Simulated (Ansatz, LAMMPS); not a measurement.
# Glassy 69SiO2-10CaO-10Na2O-10BaO (mol %) (81 atoms) under strain, part 2 of 5

How stiff is glassy 69SiO2-10CaO-10Na2O-10BaO (mol %) (81 atoms), and how do its levels respond to strain?

Ansatz 0.2.0; Kohn-Sham DFT, PBE, PAW (set soft_2), plane waves.

The cell: 20 Si, 3 Ca, 6 Na, 3 Ba and 49 O. The quench rate of 8 K/ps is many orders above laboratory rates. The network of bonds at the start is that of the classical potential that made the cell. Sampling is at Γ alone. Spin–orbit coupling is left out.

So far. Step 2 (Single point at the start): The r.m.s. force at the start is 1.6 eV/Å.

### 3. Cell and atoms relaxed

The cell is relaxed with the atoms, since the starting lattice needn't suit this functional.

The input, input.yaml:

```yaml
crystal:
  lattice:
    - [10.39993, 0.0, 0.0]
    - [0.0, 10.39993, 0.0]
    - [0.0, 0.0, 10.39993]
  atoms:
    [... the 81 atom lines of step 2 ...]
kpoints:
  mp_grid: { grid: [1, 1, 1] }
hamiltonian:
  xc: pbe
scf:
  occupations: { method: gaussian, width: 0.05 }
output:
  forces: true
relax:
  f_tol: 0.05
  max_steps: 150
  cell: {}
```

Started as:

```
> ansatz run input.yaml --threads 4 --pin off --max-ram 8192MiB --backend cpu --events-out ev --progress --plain --runs-dir out
```

Numbers of over 12 decimals in the logs are rounded to 6 here.

What it wrote:

```text
[...]
Crystal: 81 atoms, lattice volume = 1124.841 Å³
Basis set: ecut = 420 eV, 22119 PW (Γ), exchange–correlation on 144×144×144 points (8 copies of the dense FFT grid, shifted against one another)
Bands: 325, of which v1, the nominal top of the filled ones, is band 244 counted from 1 (243 counted from 0)
Symmetry: 1 space group operations
[...]
k-points: 1
[...]
SCF iter   1: F=—  HF=-72825.077946 eV  |F-HF|=—  |Δ(HF+E_count)|=         —  Δρ=2.08e-3  dr2=5.61e-2  ethr=1.77e-3  ⟨swp⟩=7.0  Hψ=1651  notcnv=0  defer=61
[...]
SCF iter   8: F=—  HF=-72825.087730 eV  |F-HF|=—  |Δ(HF+E_count)|=   6.79e-7  Δρ=5.17e-6  dr2=2.93e-7  ethr=3.39e-10  ⟨swp⟩=2.0  Hψ=425  notcnv=0  defer=77
SCF iter   9: F=-72825.087731 eV  HF=-72825.087731 eV  |F-HF|=1.64e-8  |Δ(HF+E_count)|=   1.68e-7  Δρ=1.50e-6  dr2=2.79e-8  ethr=2.05e-11  ⟨swp⟩=4.0  Hψ=978  notcnv=0
SCF 1 converged in 9 iterations: F = -72825.087731 eV  dr2 = 2.79e-8
[...]
relax step   1: F+E_penalty+E_count = -72825.08773067 eV  Δ(F+E_penalty+E_count) = +0.000e0 eV  max|allowed force component| = 6.396e0 eV/Å  Δτ_max = 0.0000 Å  P = +5.537 GPa  Ω = 1124.841 Å³  (9 SCF iters, dr2 threshold 1.00e-7 eV, accepted)
[... from here on, the SCF cycles and remarks between the steps are left out ...]
relax step   2: F+E_penalty+E_count = -72830.02484401 eV  Δ(F+E_penalty+E_count) = -4.937e0 eV  max|allowed force component| = 3.392e0 eV/Å  Δτ_max = 0.1950 Å  P = +3.473 GPa  Ω = 1122.522 Å³  energy of the carried Pulay correction = +6.871e-3 eV  (8 SCF iters, dr2 threshold 8.10e-6 eV, accepted)
relax step   3: F+E_penalty+E_count = -72832.62144929 eV  Δ(F+E_penalty+E_count) = -2.597e0 eV  max|allowed force component| = 1.219e0 eV/Å  Δτ_max = 0.1950 Å  P = +0.303 GPa  Ω = 1135.239 Å³  energy of the carried Pulay correction = -3.063e-2 eV  (8 SCF iters, dr2 threshold 8.10e-6 eV, accepted)
relax step   4: F+E_penalty+E_count = -72833.20271391 eV  Δ(F+E_penalty+E_count) = -5.813e-1 eV  max|allowed force component| = 7.468e-1 eV/Å  Δτ_max = 0.1954 Å  P = -0.412 GPa  Ω = 1141.347 Å³  energy of the carried Pulay correction = -4.849e-2 eV  (7 SCF iters, dr2 threshold 8.10e-6 eV, accepted)
relax step   5: F+E_penalty+E_count = -72833.53451029 eV  Δ(F+E_penalty+E_count) = -3.318e-1 eV  max|allowed force component| = 4.541e-1 eV/Å  Δτ_max = 0.1623 Å  P = -0.428 GPa  Ω = 1141.588 Å³  energy of the carried Pulay correction = -4.919e-2 eV  (7 SCF iters, dr2 threshold 8.10e-6 eV, accepted)
relax step   6: F+E_penalty+E_count = -72833.67651452 eV  Δ(F+E_penalty+E_count) = -1.420e-1 eV  max|allowed force component| = 3.655e-1 eV/Å  Δτ_max = 0.0687 Å  P = -0.209 GPa  Ω = 1141.411 Å³  energy of the carried Pulay correction = -4.867e-2 eV  (7 SCF iters, dr2 threshold 8.10e-6 eV, accepted)
relax step   7: F+E_penalty+E_count = -72833.75975509 eV  Δ(F+E_penalty+E_count) = -8.324e-2 eV  max|allowed force component| = 2.779e-1 eV/Å  Δτ_max = 0.0638 Å  P = +0.046 GPa  Ω = 1141.116 Å³  energy of the carried Pulay correction = -4.781e-2 eV  (7 SCF iters, dr2 threshold 8.10e-6 eV, accepted)
relax step   8: F+E_penalty+E_count = -72833.83761022 eV  Δ(F+E_penalty+E_count) = -7.786e-2 eV  max|allowed force component| = 3.570e-1 eV/Å  Δτ_max = 0.2000 Å  P = +0.083 GPa  Ω = 1142.715 Å³  energy of the carried Pulay correction = -5.247e-2 eV  (7 SCF iters, dr2 threshold 4.83e-6 eV, accepted)
relax step   9: F+E_penalty+E_count = -72833.86761358 eV  Δ(F+E_penalty+E_count) = -3.000e-2 eV  max|allowed force component| = 2.140e-1 eV/Å  Δτ_max = 0.1111 Å  P = +0.001 GPa  Ω = 1144.521 Å³  energy of the carried Pulay correction = -5.773e-2 eV  (6 SCF iters, dr2 threshold 7.96e-6 eV, accepted)
relax step  10: F+E_penalty+E_count = -72833.90296374 eV  Δ(F+E_penalty+E_count) = -3.535e-2 eV  max|allowed force component| = 1.930e-1 eV/Å  Δτ_max = 0.1944 Å  P = -0.078 GPa  Ω = 1146.645 Å³  energy of the carried Pulay correction = -6.390e-2 eV  (7 SCF iters, dr2 threshold 2.86e-6 eV, accepted)
relax step  11: F+E_penalty+E_count = -72833.93473514 eV  Δ(F+E_penalty+E_count) = -3.177e-2 eV  max|allowed force component| = 2.727e-1 eV/Å  Δτ_max = 0.1950 Å  P = -0.088 GPa  Ω = 1148.791 Å³  energy of the carried Pulay correction = -7.012e-2 eV  (7 SCF iters, dr2 threshold 2.33e-6 eV, accepted)
relax step  12: F+E_penalty+E_count = -72833.97042349 eV  Δ(F+E_penalty+E_count) = -3.569e-2 eV  max|allowed force component| = 3.206e-1 eV/Å  Δτ_max = 0.1950 Å  P = -0.092 GPa  Ω = 1151.615 Å³  energy of the carried Pulay correction = -7.830e-2 eV  (7 SCF iters, dr2 threshold 4.65e-6 eV, accepted)
relax step  13: F+E_penalty+E_count = -72833.99935482 eV  Δ(F+E_penalty+E_count) = -2.893e-2 eV  max|allowed force component| = 1.677e-1 eV/Å  Δτ_max = 0.0838 Å  P = -0.055 GPa  Ω = 1153.240 Å³  energy of the carried Pulay correction = -8.299e-2 eV  (7 SCF iters, dr2 threshold 6.42e-6 eV, accepted)
[...]
relax step  31: F+E_penalty+E_count = -72834.26168069 eV  Δ(F+E_penalty+E_count) = -5.186e-3 eV  max|allowed force component| = 2.136e-1 eV/Å  Δτ_max = 0.1939 Å  P = +0.031 GPa  Ω = 1155.610 Å³  energy of the carried Pulay correction = -8.982e-2 eV  (8 SCF iters, dr2 threshold 7.58e-7 eV, accepted)
relax step  32: F+E_penalty+E_count = -72834.22346296 eV  Δ(F+E_penalty+E_count) = +3.822e-2 eV  max|allowed force component| = 6.336e-1 eV/Å  Δτ_max = 0.1941 Å  P = +0.050 GPa  Ω = 1155.737 Å³  energy of the carried Pulay correction = -9.019e-2 eV  (7 SCF iters, dr2 threshold 2.85e-6 eV, rejected (line search))
relax step  33: F+E_penalty+E_count = -72834.23556818 eV  Δ(F+E_penalty+E_count) = +2.611e-2 eV  max|allowed force component| = 4.997e-1 eV/Å  Δτ_max = 0.0970 Å  P = -0.131 GPa  Ω = 1158.379 Å³  energy of the carried Pulay correction = -9.779e-2 eV  (12 SCF iters, rejected (line search))
relax step  34: F+E_penalty+E_count = -72834.29324292 eV  Δ(F+E_penalty+E_count) = -3.156e-2 eV  max|allowed force component| = 6.303e-2 eV/Å  Δτ_max = 0.0472 Å  P = +0.013 GPa  Ω = 1155.980 Å³  energy of the carried Pulay correction = -9.089e-2 eV  (12 SCF iters, accepted)
relax step  35: F+E_penalty+E_count = -72834.29978123 eV  Δ(F+E_penalty+E_count) = -6.538e-3 eV  max|allowed force component| = 5.951e-2 eV/Å  Δτ_max = 0.1000 Å  P = -0.019 GPa  Ω = 1157.257 Å³  energy of the carried Pulay correction = -9.456e-2 eV  (8 SCF iters, dr2 threshold 2.48e-7 eV, accepted)
relax step  36: F+E_penalty+E_count = -72834.30335281 eV  Δ(F+E_penalty+E_count) = -3.572e-3 eV  max|allowed force component| = 5.019e-2 eV/Å  Δτ_max = 0.0309 Å  P = -0.017 GPa  Ω = 1157.363 Å³  energy of the carried Pulay correction = -9.487e-2 eV  (7 SCF iters, dr2 threshold 2.21e-7 eV, accepted)
relax step  37: F+E_penalty+E_count = -72834.30603933 eV  Δ(F+E_penalty+E_count) = -2.687e-3 eV  max|allowed force component| = 5.656e-2 eV/Å  Δτ_max = 0.0330 Å  P = +0.003 GPa  Ω = 1157.439 Å³  energy of the carried Pulay correction = -9.509e-2 eV  (7 SCF iters, dr2 threshold 1.57e-7 eV, accepted)
relax step  38: F+E_penalty+E_count = -72834.29901616 eV  Δ(F+E_penalty+E_count) = +7.023e-3 eV  max|allowed force component| = 1.276e-1 eV/Å  Δτ_max = 0.0533 Å  P = -0.038 GPa  Ω = 1158.437 Å³  energy of the carried Pulay correction = -9.795e-2 eV  (8 SCF iters, dr2 threshold 2.00e-7 eV, rejected (line search))
relax step  39: F+E_penalty+E_count = -72834.30881309 eV  Δ(F+E_penalty+E_count) = -2.774e-3 eV  max|allowed force component| = 3.148e-2 eV/Å  Δτ_max = 0.0259 Å  P = +0.002 GPa  Ω = 1157.683 Å³  energy of the carried Pulay correction = -9.579e-2 eV  (10 SCF iters, accepted)
relax step  40: F+E_penalty+E_count = -72834.47214085 eV  Δ(F+E_penalty+E_count) = -1.633e-1 eV  max|allowed force component| = 3.137e-2 eV/Å  Δτ_max = 0.0000 Å  P = +0.266 GPa  Ω = 1157.683 Å³  stress off target by 5.65e-1 GPa  SCF on the basis re-selected at this cell (its energy is not comparable with the rows above)  (8 SCF iters)
relax step  41: F+E_penalty+E_count = -72834.35893165 eV  Δ(F+E_penalty+E_count) = +1.132e-1 eV  max|allowed force component| = 2.767e-1 eV/Å  Δτ_max = 0.1000 Å  P = -0.384 GPa  Ω = 1172.363 Å³  energy of the carried Pulay correction = -4.790e-2 eV  (9 SCF iters, dr2 threshold 7.99e-7 eV, rejected (line search))
relax step  42: F+E_penalty+E_count = -72834.46620674 eV  Δ(F+E_penalty+E_count) = +5.934e-3 eV  max|allowed force component| = 5.840e-2 eV/Å  Δτ_max = 0.0473 Å  P = -0.049 GPa  Ω = 1165.387 Å³  energy of the carried Pulay correction = -2.461e-2 eV  (12 SCF iters, accepted)
relax step  43: F+E_penalty+E_count = -72834.47099956 eV  Δ(F+E_penalty+E_count) = -4.793e-3 eV  max|allowed force component| = 5.673e-2 eV/Å  Δτ_max = 0.0500 Å  P = -0.003 GPa  Ω = 1164.771 Å³  energy of the carried Pulay correction = -2.255e-2 eV  (7 SCF iters, dr2 threshold 2.13e-7 eV, accepted)
relax step  44: F+E_penalty+E_count = -72834.47067972 eV  Δ(F+E_penalty+E_count) = +3.198e-4 eV  max|allowed force component| = 4.530e-2 eV/Å  Δτ_max = 0.0190 Å  P = -0.012 GPa  Ω = 1165.318 Å³  energy of the carried Pulay correction = -2.433e-2 eV  (7 SCF iters, dr2 threshold 2.01e-7 eV, accepted)
relax step  45: F+E_penalty+E_count = -72834.50567326 eV  Δ(F+E_penalty+E_count) = -3.499e-2 eV  max|allowed force component| = 4.526e-2 eV/Å  Δτ_max = 0.0000 Å  P = -0.001 GPa  Ω = 1165.318 Å³  stress off target by 3.61e-2 GPa  SCF on the basis re-selected at this cell (its energy is not comparable with the rows above)  (7 SCF iters)
[...]
SCF converged after 7 iterations
Free energy (F): -72834.505673 eV
[...]
Internal energy: -72834.505673 eV  (E = F + TS)
E sigma→0 (E₀):  -72834.505673 eV
Fermi energy:    5.976252 eV
[...]
Σ components = -72834.505673   (vs F -72834.505673, Δ=0.00e0)
--- Forces (eV/Å), atoms counted from 1 ---
  atom   1  Si     0.00282215    -0.00481266    -0.00661246
  atom   2  Si    -0.00209591     0.00620191     0.00184486
  atom   3  Si    -0.02664651    -0.00619719     0.00720565
  atom   4  Si     0.01509436    -0.00937549    -0.00140491
[...]
atom  81  O     -0.00701160    -0.00655659     0.00801545
  max |Σ_I F_I| component: 4.09e-5 eV/Å
--- Stress (GPa, compression-positive) ---
       -0.028830       0.012284       0.011433
        0.012283       0.033501       0.001061
        0.011432       0.001061      -0.007158
  P = ⅓ Tr σ = -0.0008 GPa (-0.008 kbar)
--- Relaxed structure (43 steps of the walk, 38 accepted, 2 SCFs on fresh bases) ---
  F+E_penalty+E_count = -72834.50567326 eV   max|allowed force component| = 4.526e-2 eV/Å   (the final SCF, on the basis selected at the relaxed cell)
  cell:  # Å, volume = 1165.3176 Å³
    - [10.243181, 0.043357, 0.263313]
    - [0.043357, 10.944365, 0.033619]
    - [0.263313, 0.033619, 10.401905]
  atoms:
    - { symbol: Si, position: [0.671578, 0.793267, 0.188885] }
    - { symbol: Si, position: [0.542931, 0.576101, 0.868710] }
    - { symbol: Si, position: [0.529548, 0.525253, 0.586482] }
    - { symbol: Si, position: [0.176883, 0.391555, 0.731711] }
[...]
- { symbol: O, position: [0.920978, 0.400320, 0.310653] }
```

The job ended after 8.1 min (4 threads of Arm Neoverse V1, shared host; peak memory 1.5 GiB).

The relaxation converged after 43 steps, with a largest force component of 0.045 eV/Å.

[end of part 2 of 5]

[Logs are printed without paths, hosts, clocks, repeated set-up lines and the standing remarks that a program may print on its own settings, such as how far it seeks lower states.]

[Hosts, paths, dates, database ids (printed as entryN), source tags and the programs' standing remarks are cut or masked in the printed files.]
